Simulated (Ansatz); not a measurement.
# How KBr absorbs and reflects light

Aim: the dielectric function of KBr, and the optical constants that follow from it.

Program: Ansatz 0.2.0. Level of theory: DFT, PBE, plane-wave PAW, default files, scalar-relativistic, independent-particle optical response without local fields. Results are calculated unless marked as measured.

Report form: the programs' logs are mostly left out.

## (1) The structure

It takes space group Fm-3m (No. 225, cubic). The conventional cell has a = 6.600 Å, b = 6.600 Å, c = 6.600 Å, α = 90.00°, β = 90.00°, γ = 90.00°. Br has 6 K at 3.30 Å nearest. K has 6 Br at 3.30 Å nearest. Farther neighbours and most contacts between anions are not listed.

## (2) Ground state and bands

The self-consistent density comes first; it also tells whether there is a gap, which decides the occupations and the need for a Drude term.

This step: DFT, PBE, plane-wave PAW, default files, scalar-relativistic, ground state (Ansatz 0.2.0).

Input file input.yaml:

```yaml
crystal:
  lattice:
    - [0.0, 3.3, 3.3]
    - [3.3, 0.0, 3.3]
    - [3.3, 3.3, 0.0]
  atoms:
    - { symbol: Br, position: [0.5, 0.5, 0.5] }
    - { symbol: K, position: [0.0, 0.0, 0.0] }
kpoints:
  mp_grid: { grid: [6, 6, 6] }
  band_path:
    path:
      - [[0.0, 0.0, 0.0], [0.5, 0.0, 0.5], [0.5, 0.25, 0.75], [0.375, 0.375, 0.75], [0.0, 0.0, 0.0], [0.5, 0.5, 0.5], [0.625, 0.25, 0.625], [0.5, 0.25, 0.75], [0.5, 0.5, 0.5], [0.375, 0.375, 0.75]]
      - [[0.625, 0.25, 0.625], [0.5, 0.0, 0.5]]
    npoints: 6
scf:
  occupations: { method: fermi_dirac, width: 0.05 }
  n_extra_bands: 6
hamiltonian:
  xc: pbe
  pseudopotentials: { kind: paw }
output:
  forces: true
  stress: true
  populations: true
  write_bands: true
  write_density: true
  write_potential: true
  elf: true
  volumetric_format: npy
```

Started as:

```console
$ ansatz run input.yaml --threads 4 --pin off --max-ram 8192MiB --backend cpu --events-out ev --progress --plain --runs-dir out
```

Run time: 1.3 s. Hardware: 4 threads of Arm Neoverse V1, shared host; peak memory 0.26 GiB.

This step gave:

| Quantity | Value |
| --- | --- |
| free energy | -4324.4965 eV |
| Fermi energy | 3.342 eV |
| gap by band count | 4.435 eV |
| electrons | 16 |
| symmetry operations | 48 |
| pressure | 0.7179 GPa |
| gap on the k-mesh | 4.435 eV |
| volume | 71.87 Å³ |
| gap on the path | 4.435 eV |
| least direct gap on the path | 4.435 eV |

There is a gap, 4.44 eV on the path, so no carriers' term is needed. The cell is left with a pressure of 0.7 GPa, as it stands unrelaxed at this level.

The electronic bands at the labelled points (eV, zero at the Fermi level; v1 is the highest filled band, c1 the lowest empty one):

```csv
point,v3,v2,v1,c1,c2,c3,c4
Γ,-2.27,-2.27,-2.27,2.16,5.33,5.33,5.33
halfway,-2.98,-2.44,-2.44,3.63,4.26,6.56,6.77
X,-3.09,-2.56,-2.56,3.59,4.93,7.08,7.23
halfway,-3.02,-2.69,-2.66,4.01,5.39,6.46,7.12
W,-2.86,-2.86,-2.81,5.11,5.11,5.99,6.72
halfway,-2.94,-2.89,-2.67,4.54,5.79,5.92,6.83
K,-2.97,-2.91,-2.60,4.32,5.88,6.19,6.89
halfway,-3.06,-2.52,-2.52,3.88,5.00,6.10,6.61
Γ,-2.27,-2.27,-2.27,2.16,5.33,5.33,5.33
halfway,-2.94,-2.45,-2.45,3.41,5.21,6.03,6.03
L,-3.45,-2.61,-2.61,4.32,5.96,7.46,7.46
halfway,-3.28,-2.72,-2.61,4.62,5.67,6.78,7.25
U,-2.97,-2.91,-2.60,4.32,5.88,6.19,6.89
halfway,-2.94,-2.89,-2.67,4.54,5.79,5.92,6.83
W,-2.86,-2.86,-2.81,5.11,5.11,5.99,6.72
halfway,-3.23,-2.74,-2.63,4.74,5.53,6.61,7.03
L,-3.45,-2.61,-2.61,4.32,5.96,7.46,7.46
halfway,-3.28,-2.72,-2.61,4.62,5.67,6.78,7.25
K,-2.97,-2.91,-2.60,4.32,5.88,6.19,6.89
jump to U,-2.97,-2.91,-2.60,4.32,5.88,6.19,6.89
halfway,-3.06,-2.67,-2.57,3.80,5.19,6.84,7.23
X,-3.09,-2.56,-2.56,3.59,4.93,7.08,7.23
```

Valence density in the ac plane of the conventional cell at fractional y = 0.000, with atoms of Br and K within 0.2 Å of it. It is the smooth field of the valence electrons, not physical close to the nuclei.

Values in e/Å³, 10 rows by 16 columns, each cell a mean:
```
3.2 1.9 0.4 0.1 0.1 0.3 0.9 0.9 0.8 1.0 0.5 0.2 0.1 0.2 1.2 2.9
0.4 0.2 0.1 0.0 0.0 0.1 0.3 0.5 0.5 0.4 0.2 0.1 0.0 0.0 0.1 0.3
0.1 0.1 0.0 0.0 0.0 0.0 0.1 0.1 0.1 0.1 0.0 0.0 0.0 0.0 0.1 0.1
0.8 0.5 0.2 0.1 0.0 0.1 0.3 0.7 0.9 0.4 0.1 0.0 0.1 0.2 0.4 0.7
0.6 1.1 0.6 0.2 0.1 0.2 1.5 3.5 3.8 2.4 0.5 0.1 0.1 0.4 1.0 0.8
0.8 1.0 0.5 0.2 0.1 0.2 1.2 2.9 3.2 1.9 0.4 0.1 0.1 0.3 0.9 0.9
0.5 0.4 0.2 0.1 0.0 0.0 0.1 0.3 0.4 0.2 0.1 0.0 0.0 0.1 0.3 0.5
0.1 0.1 0.0 0.0 0.0 0.0 0.1 0.1 0.1 0.1 0.0 0.0 0.0 0.0 0.1 0.1
0.9 0.4 0.1 0.0 0.1 0.2 0.4 0.7 0.8 0.5 0.2 0.1 0.0 0.1 0.3 0.7
3.8 2.4 0.5 0.1 0.1 0.4 1.0 0.8 0.6 1.1 0.6 0.2 0.1 0.2 1.5 3.5
```

Electrostatic potential energy in the ac plane of the conventional cell at fractional y = 0.000, with atoms of Br and K within 0.2 Å of it. With pseudopotentials it is smooth inside the atoms' cores, unlike the true potential.

Values in eV, 10 rows by 16 columns, each cell a mean:
```
-38 -25  -3   4   6   3 -22 -55 -60 -39  -2   5   5   1 -15 -35
 -3   1   4   6   7   6   4  -1  -3   2   6   7   6   5   2  -2
  5   6   6   7   7   6   6   5   5   5   6   7   7   7   6   5
-14  -4   5   7   6   4  -1  -8 -10  -4   3   5   6   6   1 -11
-66 -49  -5   5   5   0 -20 -40 -44 -31  -5   4   6   2 -30 -63
-60 -39  -2   5   5   1 -15 -35 -38 -25  -3   4   6   3 -22 -55
 -3   2   6   7   6   5   2  -2  -3   1   4   6   7   6   4  -1
  5   5   6   7   7   7   6   5   5   6   6   7   7   6   6   5
-10  -4   3   5   6   6   1 -11 -14  -4   5   7   6   4  -1  -8
-44 -31  -5   4   6   2 -30 -63 -66 -49  -5   5   5   0 -20 -40
```

## (3) Spectrum

With the density converged, the vertical transitions are summed over the zone.

This step: DFT, PBE, plane-wave PAW, default files, scalar-relativistic, independent-particle optical response without local fields (Ansatz 0.2.0).

input.yaml, the sections that differ from step 2:

```yaml
kpoints:
  mp_grid: { grid: [6, 6, 6] }
scf:
  occupations: { method: fixed }
output:
  optics:
    e_range: [0, 22]
    de: 0.05
    sigma: 0.1
    nscf_kmesh: { grid: [10, 10, 10] }
    bands: { spectra_wanted_up_to: 22 }
# crystal, hamiltonian: as in step 2
```

The job ended after 6.4 s (4 threads; peak memory 0.65 GiB; 23 s of CPU time).

Numbers from this step:

- electronic dielectric constant ε∞, mean over x, y and z (by symmetry where fewer were run): 2.823
- absorption onset, first axis (α over 10⁴ cm⁻¹, or the direct gap if that lies higher): 4.435 eV
- main peak of Im epsilon, first axis: 9.244 eV
- centre of weight of the strongest loss peak in the window: 11.29 eV
- least direct gap on the mesh: 4.435 eV
- bands summed: 43
- spectra valid up to: 31.79 eV
- program's estimate of the k-sum error in Im epsilon: 0.42 %
- electrons in the f-sum: 13.39

The Im ε, any direction by photon energy; read off at these points:

```csv
photon energy (eV),"Im ε, any direction"
4.00,0
4.50,0.194
5.00,0.609
5.50,0.843
6.00,1.11
6.50,2.95
7.00,5.03
7.50,3.83
8.00,2.53
8.50,1.85
9.00,4.03
9.25,5.20
9.50,3.81
10.00,3.27
10.50,2.03
11.00,1.04
11.50,0.650
12.00,0.919
12.50,1.10
13.00,0.583
13.50,0.228
14.00,0.245
14.40,2.25
14.50,1.79
14.90,2.31
15.00,2.12
15.50,0.782
16.00,0.662
16.50,0.296
17.00,0.276
17.50,0.688
18.00,1.03
18.50,1.05
19.00,0.840
19.50,0.556
20.00,1.17
20.50,1.86
20.75,2.34
21.00,1.95
21.50,1.12
22.00,1.60
```

Re ε, any direction against photon energy:

photon energy (eV), Re ε, any direction and a bar from the least value:
```
        0       2.82 ###################
        1       2.85 ###################
        2       2.93 ####################
        3       3.11 #####################
        4       3.48 #######################
        5       4.07 ##########################
        6       4.83 ##############################
        7       3.56 #######################
        8       1.49 ############
        9       3.17 #####################
       10      -0.68 
       11      -0.60 
       12       0.55 #######
       13       0.57 #######
       14       2.04 ###############
       15       0.06 ####
       16       0.32 #####
       17       1.10 ##########
       18       1.16 ##########
       19       0.94 #########
       20       1.52 ############
       21       0.09 ####
       22       0.83 ########
```

Values under 1 per cm are given as 1. Table of absorption coefficient, any direction by photon energy:

```csv
photon energy (eV),"absorption coefficient, any direction (1/cm)"
0.00,1
1.00,1
2.00,1
3.00,1
4.00,1
5.00,76338
6.00,1.5e5
7.00,8.1e5
8.00,6.9e5
9.00,9.0e5
10.00,1.4e6
11.00,1.1e6
12.00,6.2e5
13.00,4.6e5
14.00,1.2e5
15.00,1.5e6
16.00,7.4e5
17.00,2.2e5
18.00,8.1e5
19.00,7.7e5
20.00,9.0e5
21.00,2.1e6
22.00,1.6e6
```

The reflectivity at normal incidence, any direction by photon energy; read off at these points:

photon energy (eV), reflectivity at normal incidence, any direction (%) and a bar:
```
     0.00        6.4 #####
     0.50        6.5 #####
     1.00        6.5 #####
     1.50        6.7 #####
     2.00        6.9 #####
     2.50        7.2 ######
     3.00        7.6 ######
     3.50        8.2 ######
     4.00        9.1 #######
     4.50       11.1 #########
     5.00       11.7 #########
     5.50       12.6 ##########
     6.00       14.8 ############
     6.50       19.4 ################
     7.00       23.8 ####################
     7.50       22.1 ##################
     8.00       13.9 ###########
     8.50        9.9 ########
     9.00       20.1 ################
     9.40       29.0 ########################
     9.50       27.4 #######################
    10.00       30.6 #########################
    10.50       32.8 ###########################
    11.00       33.5 ############################
    11.10       36.2 ##############################
    11.50        7.0 #####
    12.00        7.0 #####
    12.50       10.4 ########
    13.00        4.3 ###
    13.50        0.5 
    14.00        3.3 ##
    14.50       11.2 #########
    15.00       19.8 ################
    15.50       10.1 ########
    16.00        8.9 #######
    16.50        1.8 #
    17.00        0.5 
    17.50        2.6 ##
    18.00        4.6 ###
    18.50        5.2 ####
    19.00        3.7 ###
    19.50        1.8 #
    20.00        5.3 ####
    20.50        9.8 ########
    21.00       18.7 ###############
    21.20       18.8 ###############
    21.50       13.4 ###########
    22.00        9.9 ########
```

Refractive index n and extinction k against photon energy:

```csv
photon energy (eV),n,k
0,1.68,0
1,1.69,0
2,1.71,0
3,1.76,0
4,1.87,0
5,2.02,0.151
6,2.21,0.252
7,2.21,1.14
8,1.49,0.850
9,2.04,0.989
10,1.15,1.42
11,0.548,0.949
12,0.902,0.510
13,0.832,0.350
14,1.43,0.0855
15,1.04,1.01
16,0.726,0.456
17,1.06,0.131
18,1.16,0.442
19,1.05,0.401
20,1.31,0.446
21,1.01,0.966
22,1.15,0.696
```

From ε follow the optical constants at some laser and lamp lines:

```csv
wavelength (nm),n,k,R (%),1/α
1550,1.69,0.000,6.5,over 1 mm
633,1.71,0.000,6.9,over 1 mm
450,1.75,0.000,7.4,over 1 mm
405,1.77,0.000,7.7,over 1 mm
365,1.79,0.000,8.1,over 1 mm
308,1.87,0.000,9.2,over 1 mm
193,2.38,0.558,18.9,28 nm
```

Rows near the edge hang on the gap, which this functional as a rule makes too small, and phonon-assisted absorption is left out.

Through 1 µm of it, D65 light comes out colourless (x = 0.314, y = 0.330; 87 % transmitted).

The first strong peak, at 7.02 eV, fits the highest filled and the lowest empty band, which run nearly parallel at that distance over 75 % of L–K; the match rests on energies alone.

The f-sum over the summed bands holds 13.4 of the cell's 16 electrons outside the frozen cores, 10 of which lie in bands more than 12 eV below the Fermi level, whose transitions come at higher energies. Up to 22 eV the strength has a mean oscillator energy of 10.8 eV, close to the main peak.

## (4) Static response with local fields

Perturbation theory gives the static response with local fields and the functional's kernel, and it needs no empty bands.

This step: DFT, PBE, plane-wave PAW, default files, scalar-relativistic, static field response by perturbation theory with local fields (Ansatz 0.2.0).

input.yaml, the sections that differ from step 3:

```yaml
dielectric: {}
# crystal, kpoints, scf, hamiltonian: as in step 3
# output: removed
```

The job ended after 2.3 s (4 threads; peak memory 0.29 GiB; 8.4 s of CPU time).

Read-outs, printed or worked out from the files:

```
electronic dielectric constant ε∞, mean over x, y and z (by symmetry where fewer were run) : 2.553
```

ε∞ with local fields:

```
2.55 0.00 0.00
0.00 2.55 0.00
0.00 0.00 2.55
```

Diagonal elements. Born, by row:

```csv
atom,Z*xx (e),Z*yy (e),Z*zz (e)
Br1,-1.127,-1.127,-1.127
K2,1.127,1.127,1.127
```

Mean Born charges are Br -1.13 and K +1.13, against formal valences of -1 and +1. The largest lies a little above its ionic value.

## (5) Results

- gap on the path: 4.44 eV
- least direct gap on the path: 4.44 eV
- electronic dielectric constant ε∞, mean over x, y and z (by symmetry where fewer were run) (independent particles): 2.82
- absorption onset, first axis (α over 10⁴ cm⁻¹, or the direct gap if that lies higher): 4.44 eV
- main peak of Im epsilon, first axis: 9.24 eV
- centre of weight of the strongest loss peak in the window, first axis: 11.3 eV
- electronic dielectric constant ε∞, mean over x, y and z (by symmetry where fewer were run) (static response with local fields): 2.55

What this shows: At this level (PBE, independent particles) KBr has ε∞ = 2.82 (2.55 with local fields) and n = 1.69 at 1550 nm; absorption sets in near 4.4 eV, and Im ε peaks at 9.2 eV. The gap on the path is direct, 4.44 eV. Absorption passes 10⁴ cm⁻¹ from the direct gap on, 4.44 eV, in the ultraviolet, so the visible is passed. The strongest loss structure up to 22 eV has its centre of weight at 11.3 eV; a free-electron gas of the 13.4 electrons in the f-sum would put its plasmon at 16.0 eV. Distinct maxima of Im ε, read by a parabola through the highest points, lie at 7.02 eV (5.0), 9.24 eV (5.2), 9.77 eV (3.7) and 20.74 eV (2.3). The first strong peak, at 7.02 eV, fits the highest filled and the lowest empty band, which run nearly parallel at that distance over 75 % of L–K; the match rests on energies alone. Through 1 µm of it, D65 light comes out colourless (x = 0.314, y = 0.330; 87 % transmitted). With local fields and the functional's kernel the static response is 2.55 against 2.82 for independent particles (-10 %). In the base spectrum excitons and phonon-assisted transitions are missing, and so are local fields; PBE gaps are as a rule too small, which pulls the onset down and ε∞ up. In the base run ε includes the program's bounded estimate of what the bands above those summed add.

[Logs are printed without paths, hosts, clocks, repeated set-up lines and the standing remarks that a program may print on its own settings, such as how far it seeks lower states.]

[Hosts, paths, dates, database ids (printed as entryN), source tags and the programs' standing remarks are cut or masked in the printed files.]
